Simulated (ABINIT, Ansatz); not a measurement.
```xyz
7
Lattice="3.699 0.000 0.000 -1.849 3.203 0.000 0.000 0.000 8.169" Properties=species:S:1:pos:R:3 pbc="T T T" subject="How the form of the self-energy moves the gap of Y2CN2O2 (P-3m1)" method="RPA screening on LDA, plane waves, norm-conserving pseudopotentials (and 3 further levels or steps)" program="ABINIT 10.8.3" settings="cutoff 37 Ha, PseudoDojo scalar-relativistic 0.4.1 standard, norm-conserving, ngkpt (3, 3, 1), nband 88, ecuteps 4.2 Ha, gwcalctyp 2, nfreqre 16, nfreqim 8, inclvkb 2, freqremax 40 eV, spmeth 1, nomegasf 120, shiftk (0, 0, 0), symchi 1, awtr 1, frequency cd, 3×3×1 k-mesh" notes="The program’s warnings: Min real frequency set to default [Ha] = and nproc spkpt=  >= nkpt= * nsppol=. The cell and positions are those that the Materials Project relaxed with its own functionals (PBE, PBE+U or r2SCAN), kept fixed. Limits: no spin-orbit coupling. The 3×3×1 mesh is coarse for this cell, which bears on the long-range parts of exchange and screening." g0w0_godby_needs_plasmon_pole="5.194 eV" g0w0_engel_farid_plasmon_pole="5.193 eV" g0w0_von_der_linden_horsch_plasmon_pole="5.181 eV" one_shot_hartree_fock="12.224 eV" g0w0_contour_deformation="5.212 eV" known_limits="short of the basis limit; no spin-orbit coupling; coarse k mesh"
Y     0.000    2.136    5.535
Y     1.849    1.068    2.634
C     0.000    0.000    0.000
N     0.000    0.000    1.227
N     0.000    0.000    6.942
O     0.000    2.136    3.240
O     1.849    1.068    4.929
```

[Long decimals in the printed logs are rounded to 6 places.]

[Logs are printed without paths, hosts, clocks, repeated set-up lines and the standing remarks that a program may print on its own settings, such as how far it seeks lower states.]

[Paths, hosts, dates, memory and timing lines, banners, echoed tables and standing remarks are left out of the program output; an Ansatz launch command may be rebuilt from the run's recorded settings. Measured values are a selection of at most five: reports struck by readers or far from the other reports are left out. None is set beside runs whose start may be inverted or whose files or cutoffs have a known fault.]

[Runs of the session that timed out or met a known fault of the program may be left out.]

[Hosts, paths, dates, database ids (printed as entryN), source tags and the programs' standing remarks are cut or masked in the printed files.]

[G0W0 gaps are taken among the corrected bands and points alone; a level outside them can change the order at an edge.]

[Where Ansatz stands beside ABINIT at settings called matched, ABINIT's density can come from a denser mesh and the files from another edition; pairs whose starting gaps differed by over 0.03 eV were left out, so agreement reads better than it is.]
